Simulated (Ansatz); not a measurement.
# Y on Ni(111): change of the work function, part 4 of 4

How does Y on the fcc site change the work function of Ni(111) as the layer fills?

Ansatz 0.2.0; plane-wave DFT, PBE, Ansatz PAW.

So far, work function, upper face (eV): step 2 (the clean slab) 5.07; step 3 (37 atoms, coverage 0.111 ML, cell 3x3) 2.54.

## 4. The covered slab, k-mesh 6×6×1, coverage 0.25 ML (continued)

Projected DOS per atom, spin up over height of the atomic layer and energy from the Fermi level. Layers: Ni4 Ni4 Ni4 Ni4 Y from below.

Ten even steps from '_' (0.00 states/eV) to '@' (2.05 states/eV), each cell a mean:
```
________**
________%%
________==
______..--
____....::
++++####..
@@##**##..
##++**++..
##++++##::
%%##**%%::
==++++++..
--------__
--++==::__
..==--..__
..::..____
__....____
__________
__________
__________
__________
__________
__________
```
Columns: height of the atomic layer (Å) from 9 to 17.1; rows upwards: energy from the Fermi level (eV) from -7.96 to 1.95.

Projected DOS per atom, spin down over height of the atomic layer and energy from the Fermi level. Layers: Ni4 Ni4 Ni4 Ni4 Y from below.

Values in states/eV, 22 rows by 5 columns, each cell a mean:
```
0.14 0.17 0.13 0.15 1.73
0.17 0.12 0.18 0.21 1.56
0.22 0.18 0.18 0.19 0.92
0.69 0.72 0.66 0.38 0.65
1.76 1.62 1.51 1.12 0.39
1.60 1.12 1.35 1.47 0.41
1.26 1.01 1.11 1.27 0.37
1.84 1.27 1.29 1.22 0.39
1.33 1.24 1.18 1.64 0.57
0.76 0.88 0.91 1.34 0.68
0.65 0.78 0.69 0.88 0.17
0.49 0.90 0.87 0.62 0.11
0.33 0.56 0.52 0.49 0.13
0.23 0.50 0.49 0.27 0.08
0.13 0.21 0.20 0.13 0.05
0.11 0.13 0.14 0.13 0.05
0.09 0.08 0.09 0.09 0.04
0.06 0.11 0.10 0.06 0.02
0.05 0.07 0.06 0.05 0.02
0.05 0.08 0.08 0.05 0.02
0.02 0.06 0.05 0.03 0.01
0.01 0.05 0.04 0.01 0.00
```
Columns: height of the atomic layer (Å) from 9 to 17.1; rows upwards: energy from the Fermi level (eV) from -7.96 to 1.95.

Site moment by atom:

| atom | site moment (μB) |
| --- | --- |
| Ni1 | 0.712 |
| Ni2 | 0.719 |
| Ni3 | 0.634 |
| Ni4 | 0.273 |
| Ni5 | 0.712 |
| Ni6 | 0.717 |
| Ni7 | 0.634 |
| Ni8 | 0.273 |
| Ni9 | 0.712 |
| Ni10 | 0.717 |
| Ni11 | 0.634 |
| Ni12 | 0.273 |
| Ni13 | 0.709 |
| Ni14 | 0.717 |
| Ni15 | 0.612 |
| Ni16 | 0.410 |
| Y17 | -0.045 |

Spin density in the ca plane at fractional y = 0.167, with atoms of Ni and Y within 0.2 Å of it.

Values in units of 1e-1 e/Å³, 7 rows by 16 columns, each cell a mean:
```
 0.3  0.1  0.0 -0.1  0.2  0.2  0.1  0.0  0.0  0.0  0.0  0.0  0.0  0.0  0.0  0.0
 0.0  0.0  2.6  1.8  0.0  0.0  0.0  0.0  0.0  0.0  0.0  0.0  0.0  0.0  0.0  0.0
-0.1 -0.1  6.1  4.3 -0.1 -0.1  0.0  0.0  0.0  0.0  0.0  0.0  0.0  0.0  0.0  0.0
 0.2  0.1  0.1  0.1  0.1  0.1  0.1  0.0  0.0  0.0  0.0  0.0  0.0  0.0  0.0  0.0
 0.2  0.1  0.3  0.2  0.1  0.1  0.0  0.0 -0.1 -0.1  0.0  0.0  0.0  0.0  0.0  0.0
-0.1 -0.1  6.9  4.8 -0.1 -0.1  0.0 -0.1 -0.1 -0.1  0.0  0.0  0.0  0.0  0.0  0.0
 0.0  0.0  1.8  1.3  0.0  0.0  0.0  0.0 -0.1 -0.1  0.0  0.0  0.0  0.0  0.0  0.0
```
Columns run along c (16.0 Å, from fractional 0.30 to 0.90 of the cell), rows up along a (5.0 Å). Atoms in or near the plane, at fractional coordinates: Ni at (0.41, 0.17), Ni at (0.41, 0.67), Y at (0.63, 0.17).

ELF in the ca plane at fractional y = 0.167, with atoms of Ni and Y within 0.2 Å of it. It is the smooth field of the valence electrons, not physical close to the nuclei.

Values, 7 rows by 16 columns, each cell a mean:
```
0.19 0.20 0.22 0.23 0.20 0.20 0.20 0.23 0.22 0.16 0.13 0.19 0.07 0.01 0.00 0.00
0.23 0.23 0.28 0.26 0.23 0.21 0.21 0.25 0.30 0.18 0.19 0.14 0.04 0.01 0.00 0.00
0.28 0.26 0.36 0.32 0.27 0.24 0.24 0.29 0.31 0.23 0.21 0.13 0.04 0.01 0.00 0.00
0.20 0.20 0.22 0.22 0.20 0.20 0.20 0.22 0.23 0.09 0.15 0.17 0.06 0.01 0.00 0.00
0.19 0.20 0.22 0.22 0.20 0.20 0.20 0.23 0.42 0.54 0.14 0.21 0.09 0.02 0.00 0.00
0.29 0.27 0.38 0.33 0.27 0.24 0.26 0.28 0.66 0.73 0.22 0.21 0.11 0.02 0.00 0.00
0.22 0.22 0.26 0.24 0.22 0.21 0.21 0.24 0.59 0.74 0.17 0.21 0.10 0.02 0.00 0.00
```
Columns run along c (16.0 Å, from fractional 0.30 to 0.90 of the cell), rows up along a (5.0 Å). Atoms in or near the plane, at fractional coordinates: Ni at (0.41, 0.17), Ni at (0.41, 0.67), Y at (0.63, 0.17).

Electrostatic potential energy in the ca plane at fractional y = 0.167, with atoms of Ni and Y within 0.2 Å of it. With pseudopotentials it is smooth inside the atoms' cores, unlike the true potential.

Values in eV, 7 rows by 16 columns, each cell a mean:
```
-11  -6   2   2  -8  -8  -7  -7   1  -1   4   6   7   7   7   7
  1   2 -25 -21   1   2   2   3   7   6   6   7   7   7   7   7
  4   3 -36 -30   4   5   5   5   7   7   6   7   7   7   7   7
 -7  -4  -4  -2  -5  -5  -5  -4   4   3   5   6   7   7   7   7
 -5  -3  -7  -5  -4  -4  -3  -3 -14 -17   2   6   7   7   7   7
  4   3 -37 -32   4   5   5   2 -39 -42  -1   6   7   7   7   7
  0   1 -21 -17   1   2   2   0 -27 -31   1   6   7   7   7   7
```
Columns run along c (16.0 Å, from fractional 0.30 to 0.90 of the cell; values clipped at the 3rd and 97th percentile), rows up along a (5.0 Å). Atoms in or near the plane, at fractional coordinates: Ni at (0.41, 0.17), Ni at (0.41, 0.67), Y at (0.63, 0.17).

The relaxation took 9 steps and lowered the energy by 1.6 eV; the largest force on the free atoms ends at 0.0029 eV/Å.

By hand: a sheet of dipoles makes a step −p/(ε₀A) in the electron's potential. With e/ε₀ = 180.95 V·Å, p = 0.3008 e·Å and A = 21.46 Å², that is −180.95 × (0.3008) / 21.46 = -2.537 eV, and the two vacuum levels of the run differ by -2.537 eV.

The covered face has 2.54 eV, -2.54 eV against the clean one; the bare back face has moved by -0.01 eV, a measure of how thin the slab is.

## 5. Work function against coverage

This step: plane-wave DFT, PBE, Ansatz PAW; work function against coverage (Ansatz 0.2.0).

The runs are now put side by side.

Numbers from this step:

```
work function of the clean face     : 5.072 eV
largest change of the work function : -2.537 eV
```

Work function of the covered face against coverage:

| coverage (adsorbates/nm²) | work function of the covered face (eV) |
| --- | --- |
| 0.00 | 5.07 |
| 2.07 | 2.54 |
| 4.66 | 2.54 |

The dipole per adsorbate comes from the change of the cell's dipole. Coverage, by row:

| coverage (1/nm²) | coverage (ML) | work function (eV) | change (eV) | dipole per adsorbate, positive end outwards (debye) | mean height of the added atoms over the highest substrate atom (Å) |
| --- | --- | --- | --- | --- | --- |
| 2.071 | 0.1111 | 2.537 | -2.535 | 3.24 | 1.943 |
| 4.66 | 0.25 | 2.535 | -2.537 | 1.439 | 1.829 |

## 6. Results

| Property | Result |
| --- | --- |
| work function of the clean face | 5.07 eV |
| work function at 0.11 ML | 2.54 eV |
| work function at 0.25 ML | 2.54 eV |
| dipole per adsorbate at 0.11 ML, positive end outwards | 3.24 D |

What this shows: Y lowers the work function of Ni(111) at the lowest coverage, by 2.54 eV: the adsorbate layer has its positive end outwards. The slab has 4 layers, at the tabulated experimental lattice constant, one starting site was run, and quantum-size effects of a slab this thin can reach one or two tenths of an eV. The magnetic order is the one reached from the typed start; other orders were not compared.

[Logs are printed without paths, hosts, clocks, repeated set-up lines and the standing remarks that a program may print on its own settings, such as how far it seeks lower states.]

[Hosts, paths, dates, database ids (printed as entryN), source tags and the programs' standing remarks are cut or masked in the printed files.]

[Maps of the electrostatic potential energy from Ansatz leave out the sawtooth potential of an applied field or a dipole correction, so their vacuum need not be flat; planar profiles and work functions include it.]
